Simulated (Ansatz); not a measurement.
# Phonons of ZrAlIn in the AlB2 type

Question: is the lattice of ZrAlIn in the AlB2 type stable, and if so, what are its coupling constant and resistivity?

Main program and level: Ansatz 0.2.0; DFT PBEsol, scalar-relativistic, plane waves, PAW; PAW set soft_1.

Report form: the programs' logs are mostly left out.

The structure was built from a prototype and need not be the compound's stable phase.

## 1. The structure

It takes space group P-6m2 (No. 187, hexagonal). The conventional cell has a = 4.170 Å, b = 4.170 Å, c = 4.379 Å, α = 90.00°, β = 90.00°, γ = 120.00°. Zr has 6 Al at 3.25 Å and 6 In at 3.25 Å nearest. Al has 3 In at 2.41 Å and 6 Zr at 3.25 Å nearest. Nearest to In lie 3 Al at 2.41 Å and 6 Zr at 3.25 Å. Farther neighbours are not listed.

## 2. Relaxation

Lattice constant and positions set the bands and the force constants, so the cell is relaxed first.

Input file input.yaml:

```yaml
crystal:
  lattice:
    - [4.17032, 0.0, 0.0]
    - [-2.08516, 3.61161, 0.0]
    - [0.0, 0.0, 4.37884]
  atoms:
    - { symbol: Zr, position: [0.0, 0.0, 0.0] }
    - { symbol: Al, position: [0.33333333, 0.66666667, 0.5] }
    - { symbol: In, position: [0.66666667, 0.33333333, 0.5] }
kpoints:
  mp_grid: { grid: [9, 9, 8] }
hamiltonian:
  xc: pbesol
  pseudopotentials: { kind: paw, azcp: { folder: soft_1 }, xc_functional: pbe }
scf:
  occupations: { method: gaussian, width: 0.1 }
output:
  forces: true
  stress: true
  eigenvalues: true
relax:
  adjacent_minimum: "off"
  f_tol: 0.005
  max_steps: 80
  cell: { stress_tol: 0.05 }
```

Started as:

```sh
$ ansatz run input.yaml --threads 4 --pin off --max-ram 12288MiB --backend cpu --events-out ev --progress --plain --runs-dir out
```

The job ended after 37 s (4 threads of Intel Xeon Platinum 8488C (Sapphire Rapids), shared host; peak memory 0.48 GiB).

The steps of the relaxation:

```tsv
step	energy less that of the first step (eV)	largest force component (eV/Å)	pressure (GPa)	volume (Å³)
1	0.0000	0.0000	-1.08	65.95
2	-0.3962	0.0000	-1.69	64.64
3	-0.6796	0.0000	-0.87	62.66
4	-0.8663	0.0000	0.22	60.81
5	-0.9828	0.0000	0.92	59.42
6	-1.0798	0.0000	0.72	58.74
7	-1.1064	0.0000	0.98	58.47
8	-1.0989	0.0000	-2.17	60.32
9	-1.1077	0.0000	0.22	58.89
10	-1.1080	0.0000	-0.03	59.03
11	-1.1080	0.0000	0.00	59.02
12*	-1.1100	0.0000	0.05	59.02
13	-1.1100	0.0000	0.00	59.04
14*	-1.1100	0.0000	0.00	59.04
```

Relaxation steps marked * repeat the geometry before them on a plane-wave basis chosen anew for their cell, so energy and pressure can jump there. Relaxation step 8 was tried and not accepted.

Forces are held to the 12 operations that the run works with; a distortion that breaks them can't arise in this run.

```tsv
cell as run	before	after	change
a (Å)	4.170	4.645	+11.4 %
b (Å)	4.170	4.645	+11.4 %
c (Å)	4.379	3.160	-27.8 %
volume (Å³/atom)	21.98	19.68	-10.5 %
```

The relaxed structure:

```xyz
3
Lattice="4.6453 0.0000 0.0000 -2.3227 4.0229 0.0000 0.0000 0.0000 3.1595" Properties=species:S:1:pos:R:3 pbc="T T T"
Zr    0.0000    0.0000    0.0000
Al    0.0000    2.6820    1.5798
In    2.3227    1.3410    1.5798
```

Numbers from this step:

| Property | Result |
| --- | --- |
| pressure | 0.001431 GPa |
| volume per atom | 19.68 Å³/atom |
| metallic on mesh | yes |
| gap on the k-mesh | 0 eV |

The largest force is now zero by symmetry and the largest stress component 0.0022 GPa.

## 3. Relaxation

The cell moved far, so the relaxation is started again from the new cell to confirm it.

input.yaml, the sections that differ from step 2:

```yaml
crystal:
  lattice:
    - [4.6453024939, 0.0, 0.0]
    - [-2.3226512469, 4.022949968, 0.0]
    - [0.0, 0.0, 3.1595382917]
  atoms:
    - { symbol: Zr, position: [0.0, 0.0, 0.0] }
    - { symbol: Al, position: [0.3333333333, 0.6666666667, 0.5] }
    - { symbol: In, position: [0.6666666667, 0.3333333333, 0.5] }
kpoints:
  mp_grid: { grid: [9, 9, 10] }
# hamiltonian, scf, output, relax: as in step 2
```

Elapsed: 16 s, on 4 threads; peak memory 0.48 GiB; 58 s of CPU time.

Relaxation path:

```tsv
step	energy less that of the first step (eV)	largest force component (eV/Å)	pressure (GPa)	volume (Å³)
1	0.0000	0.0000	-0.05	59.04
2	-0.0011	0.0000	-0.32	59.21
3	-0.0010	0.0000	0.39	58.81
4	-0.0013	0.0000	-0.01	59.03
5	-0.0013	0.0000	-0.01	59.03
```

The log counts 1 steps on a newly chosen plane-wave basis, not all of them marked here; energy and pressure can jump at such steps. Relaxation step 3 was tried and not accepted.

```tsv
conventional cell, symmetrised	before	after	change
a (Å)	4.645	4.627	-0.4 %
b (Å)	4.645	4.627	-0.4 %
c (Å)	3.160	3.184	+0.8 %
volume (Å³/atom)	19.68	19.68	-0.0 %
```

Final coordinates:

```xyz
3
Lattice="4.6271 0.0000 0.0000 -2.3135 4.0072 0.0000 0.0000 0.0000 3.1839" Properties=species:S:1:pos:R:3 pbc="T T T"
Zr    0.0000    0.0000    0.0000
Al    0.0000    2.6715    1.5919
In    2.3135    1.3357    1.5919
```

This step gave:

```yaml
pressure: -0.01450 GPa
```

The largest force is now zero by symmetry and the largest stress component 0.022 GPa.

## 4. Relaxing tightly for phonons

No force is left; the cell is relaxed once more with another smearing and tight thresholds.

input.yaml, the sections that differ from step 3:

```yaml
crystal:
  lattice:
    - [4.6270899613, 0.0, 0.0]
    - [-2.3135449807, 4.0071774521, 0.0]
    - [0.0, 0.0, 3.1838648509]
  atoms:
    - { symbol: Zr, position: [0.0, 0.0, 0.0] }
    - { symbol: Al, position: [0.3333333333, 0.6666666667, 0.5] }
    - { symbol: In, position: [0.6666666667, 0.3333333333, 0.5] }
kpoints:
  mp_grid: { grid: [6, 6, 8] }
scf:
  occupations: { method: methfessel_paxton, width: 0.2 }
relax:
  adjacent_minimum: "off"
  f_tol: 0.001
  max_steps: 60
  cell: { stress_tol: 0.01 }
# hamiltonian, output: as in step 3
```

Elapsed: 6 s, on 4 threads; peak memory 0.43 GiB; 21 s of CPU time.

Step by step:

```tsv
step	energy less that of the first step (eV)	largest force component (eV/Å)	pressure (GPa)	volume (Å³)
1	0.0000	0.0000	-0.06	59.03
2	-0.0001	0.0000	0.16	58.90
3	-0.0001	0.0000	0.01	58.99
4	-0.0001	0.0000	0.01	58.99
```

The log counts 1 steps on a newly chosen plane-wave basis, not all of them marked here; energy and pressure can jump at such steps.

```tsv
conventional cell, symmetrised	before	after	change
a (Å)	4.627	4.631	+0.1 %
b (Å)	4.627	4.631	+0.1 %
c (Å)	3.184	3.176	-0.2 %
volume (Å³/atom)	19.68	19.66	-0.1 %
```

The relaxed structure:

```xyz
3
Lattice="4.6309 0.0000 0.0000 -2.3155 4.0105 0.0000 0.0000 0.0000 3.1763" Properties=species:S:1:pos:R:3 pbc="T T T"
Zr    0.0000    0.0000    0.0000
Al    0.0000    2.6737    1.5882
In    2.3155    1.3368    1.5882
```

Numbers from this step:

```
pressure        : 0.006421 GPa
volume per atom : 19.66 Å³/atom
```

The largest force is now zero by symmetry and the largest stress component 0.0089 GPa, small enough for phonons.

## 5. Phonons: q 2×2×2, k 4×4×6

Couplings are defined for a stable lattice alone, so phonons come first.

Input file input.yaml:

```yaml
crystal:
  lattice:
    - [4.6309198704, 0.0, 0.0]
    - [-2.3154599352, 4.0104942507, 0.0]
    - [0.0, 0.0, 3.1763170811]
  atoms:
    - { symbol: Zr, position: [0.0, 0.0, 0.0] }
    - { symbol: Al, position: [0.3333333333, 0.6666666667, 0.5] }
    - { symbol: In, position: [0.6666666667, 0.3333333333, 0.5] }
kpoints:
  mp_grid: { grid: [4, 4, 6] }
hamiltonian:
  xc: pbesol
  pseudopotentials: { kind: paw, azcp: { folder: soft_1 }, xc_functional: pbe }
scf:
  occupations: { method: methfessel_paxton, width: 0.2 }
output:
  eigenvalues: true
phonons:
  method: dfpt
  qmesh: [2, 2, 2]
  temperatures: { t_max: 1000, t_step: 50 }
  qpath:
    path:
      - [[0.0, 0.0, 0.0], [0.5, 0.0, 0.0], [0.33333333, 0.33333333, 0.0], [0.0, 0.0, 0.0], [0.0, 0.0, 0.5], [0.5, 0.0, 0.5], [0.33333333, 0.33333333, 0.5], [0.0, 0.0, 0.5]]
      - [[0.5, 0.0, 0.5], [0.5, 0.0, 0.0]]
      - [[0.33333333, 0.33333333, 0.5], [0.33333333, 0.33333333, 0.0]]
    npoints: 10
```

Elapsed: 19 s, on 4 threads; peak memory 0.57 GiB; 67 s of CPU time.

This step gave:

```
share of imaginary modes in the plain interpolation between solved wavevectors : 0.0315
highest frequency, solved or plainly interpolated                              : 326.2 cm⁻¹
```

Solved on the 2×2×2 mesh alone; all other wavevectors are interpolated. Phonon branches along the path, in cm⁻¹:

```tsv
point	branch 1	branch 2	branch 3	branch 4	branch 5	branch 6	branch 7	branch 8	branch 9
Γ	0	0	0	70	146	161	161	287	287
halfway	19	54	92	92	143	147	148	292	298
M	50	66	115	116	120	147	152	293	308
halfway	59	68	102	112	122	146	166	290	309
K	70	73	89	106	126	145	177	288	310
halfway	26	58	98	99	136	148	149	292	301
Γ	0	0	0	70	146	161	161	287	287
halfway	78	81	81	102	158	163	163	296	296
A	87	116	116	153	159	164	164	305	305
halfway	67	102	110	117	160	185	188	308	311
L	-84	104	109	132	156	190	202	311	316
halfway	-72	87	97	142	163	188	202	305	323
H	-48	49	93	151	170	184	201	302	326
halfway	58	92	104	124	161	189	190	306	314
A	87	116	116	153	159	164	164	305	305
jump to L	-84	104	109	132	156	190	202	311	316
halfway	-31	86	98	132	134	173	179	302	312
M	50	66	115	116	120	147	152	293	308
jump to H	-48	49	93	151	170	184	201	302	326
halfway	25	50	90	143	146	176	180	295	318
K	70	73	89	106	126	145	177	288	310
```

Lowest modes at the softest wavevector of the mesh. The modes at q = (0.000, 0.500, 0.500) (shares of kinetic energy by element, %) (negative means imaginary):

```tsv
mode	frequency (cm⁻¹)	Zr %	Al %	In %
1	-84.0	61	27	12
2	103.8	0	13	87
3	109.2	0	35	65
4	131.8	14	1	85
5	155.7	100	0	0
6	190.1	39	37	24
```

Displacements in mode 1 (-84.0 cm⁻¹), the largest set to 1, in the home cell:
```
Zr1 0.00 0.81 0.00
Al2 0.00 0.00 1.00
In3 0.00 0.00 0.32
```

Displacements in mode 6 (190.1 cm⁻¹), the largest set to 1, in the home cell:
```
Zr1  0.00  0.55  0.00
Al2  0.00  0.00 -1.00
In3  0.00  0.00 -0.38
```

Among the solved wavevectors the lowest mode, translations apart, is -84 cm⁻¹, imaginary.

## 6. Phonons: q 3×3×2, k 6×6×8

An imaginary mode on so few k-points may come from the sampling, so the phonons are repeated with another q and k mesh.

input.yaml: that of step 5 with these lines changed.

```diff
@@ -10,3 +10,3 @@
 kpoints:
-  mp_grid: { grid: [4, 4, 6] }
+  mp_grid: { grid: [6, 6, 8] }
 hamiltonian:
@@ -20,3 +20,3 @@
   method: dfpt
-  qmesh: [2, 2, 2]
+  qmesh: [3, 3, 2]
   temperatures: { t_max: 1000, t_step: 50 }
```

Run time: 64 s. Hardware: 4 threads; peak memory 0.68 GiB.

Numbers from this step:

| Property | Result |
| --- | --- |
| share of imaginary modes in the plain interpolation between solved wavevectors | 0.0523 |
| highest frequency, solved or plainly interpolated | 329.1 cm⁻¹ |

Solved on the 3×3×2 mesh alone; all other wavevectors are interpolated. The phonon branches at the labelled points (cm⁻¹):

```tsv
point	branch 1	branch 2	branch 3	branch 4	branch 5	branch 6	branch 7	branch 8	branch 9
Γ	0	0	0	79	160	162	162	288	288
halfway	-33	56	65	95	134	139	160	291	296
M	-30	70	75	106	123	148	150	287	304
halfway	28	71	72	96	125	148	163	286	303
K	60	65	72	85	129	144	176	284	303
halfway	-29	60	68	100	124	142	159	291	298
Γ	0	0	0	79	160	162	162	288	288
halfway	79	79	87	128	161	161	186	299	299
A	99	116	116	156	156	177	210	309	309
halfway	81	109	114	122	147	197	206	309	312
L	-70	104	122	133	134	199	204	312	315
halfway	-69	76	97	144	158	196	204	305	324
H	-62	-16	93	152	169	193	202	302	329
halfway	71	99	105	128	151	197	206	306	316
A	99	116	116	156	156	177	210	309	309
jump to L	-70	104	122	133	134	199	204	312	315
halfway	-51	72	106	120	132	174	181	300	310
M	-30	70	75	106	123	148	150	287	304
jump to H	-62	-16	93	152	169	193	202	302	329
halfway	-32	-26	88	140	145	176	183	293	316
K	60	65	72	85	129	144	176	284	303
```

Lowest modes at the softest wavevector of the mesh. Modes at q = (-0.333, -0.333, 0.500), with each element's share of the kinetic energy (negative means imaginary):

```tsv
mode	frequency (cm⁻¹)	Zr %	Al %	In %
1	-61.5	52	48	0
2	-16.4	55	0	45
3	92.7	3	12	85
4	152.1	0	0	100
5	168.8	45	0	55
6	192.6	48	52	0
```

Displacements in mode 1 (-61.5 cm⁻¹), the largest set to 1, in the home cell (x, y, z of the real part, then of the imaginary part):
```
Zr1 0.00 0.40 0.00 0.40 0.00 0.00
Al2 0.00 0.00 1.00 0.00 0.00 0.00
In3 0.00 0.00 0.00 0.00 0.00 0.00
```

Displacements in mode 6 (192.6 cm⁻¹), the largest set to 1, in the home cell (x, y, z of the real part, then of the imaginary part):
```
Zr1  0.00 -0.37  0.00 -0.37  0.00  0.00
Al2  0.00  0.00  1.00  0.00  0.00  0.00
In3  0.00  0.00  0.00  0.00  0.00  0.00
```

The modes has structure finer than the step of the table below, so its rows give means over 20 cm⁻¹, whole bins alone (the curve runs from -80.1 to 349 cm⁻¹). Peaks (cm⁻¹: height): Al 100.6: 0.0140, 305.6: 0.0760; In 52.1: 0.0119, 100.6: 0.0388, 124.9: 0.0257, 305.6: 0.00939; Zr -23.4: 0.00608, 52.1: 0.0120, 151.9: 0.0337, 203.1: 0.0250.

Phonopy on the run's constants, 15x15x17 mesh, Gaussian sigma 3.1 cm⁻¹. Table of modes by wavenumber; means over each step; values in 1/cm⁻¹/cell:

```tsv
wavenumber (cm⁻¹)	Al	In	Zr
-60	0.00221	0.00122	0.00421
-40	0.00152	0.00173	0.00408
-20	6.9e-4	0.00283	0.00430
0	1.9e-4	5.2e-4	8.1e-4
20	0.00121	0.00378	0.00570
40	0.00181	0.00839	0.0104
60	0.00170	0.00979	0.00897
80	0.00352	0.0148	0.00822
100	0.0122	0.0332	0.00765
120	0.00979	0.0214	0.0106
140	0.00607	0.0229	0.0210
160	0.00717	0.0109	0.0241
180	0.00771	0.00490	0.0164
200	0.00601	0.00342	0.0209
220	2.9e-5	5.0e-5	6.6e-4
240	0	0	0
260	0	0	0
280	0.00914	5.7e-4	2.0e-4
300	0.0589	0.00650	0.00113
320	0.0199	0.00301	4.9e-4
```

No LO-TO term; unit eigenvectors of the mass-weighted matrix. The modes at Γ (shares of kinetic energy by element, %):

```tsv
mode	frequency (cm⁻¹)	symmetry	Zr %	Al %	In %
1	0.0	unnamed	39	12	49
2	0.0	unnamed	39	12	49
3	0.0	unnamed	39	12	49
4	79.0	A2''	15	41	43
5	160.3	A2''	46	47	7
6	162.0	E'	60	2	38
7	162.0	E'	60	2	38
8	287.6	E'	1	86	13
9	287.6	E'	1	86	13
```

Displacements in mode 4 (79.0 cm⁻¹), the largest set to 1:
```
Zr1  0.00  0.00 -0.33
Al2  0.00  0.00 -1.00
In3  0.00  0.00  0.50
```

Displacements in mode 5 (160.3 cm⁻¹), the largest set to 1:
```
Zr1  0.00  0.00 -0.54
Al2  0.00  0.00  1.00
In3  0.00  0.00  0.19
```

Among the solved wavevectors the lowest mode, translations apart, is -61.5 cm⁻¹, imaginary.

## 7. Outcome

```json
{
 "phonon run of the rows without a label of their own": "PBEsol, q 3×3×2, k 6×6×8",
 "softest mode on the q mesh": "-61.5 cm⁻¹ at q = (-0.333, -0.333, 0.5)",
 "highest frequency, solved or plainly interpolated": "329 cm⁻¹"
}
```

The lattice is dynamically unstable at this level: a mode at q = (-0.333, -0.333, 0.5) is imaginary, 61.5i cm⁻¹, so no harmonic coupling constant or resistivity is defined for this structure. These meshes are coarse, and single modes of a metal can move by tens of cm⁻¹ with the k mesh. The coarser mesh found an imaginary mode at another wavevector, which this mesh lacks. The phonon runs are not spin-polarised. The PAW files were made for PBE; under other functionals the run regenerates their frozen core. The structure was built by hand as an ordered model, and its stability against other phases was not tested.

[Logs are printed without paths, hosts, clocks, repeated set-up lines and the standing remarks that a program may print on its own settings, such as how far it seeks lower states.]

[Hosts, paths, dates, database ids (printed as entryN), source tags and the programs' standing remarks are cut or masked in the printed files.]
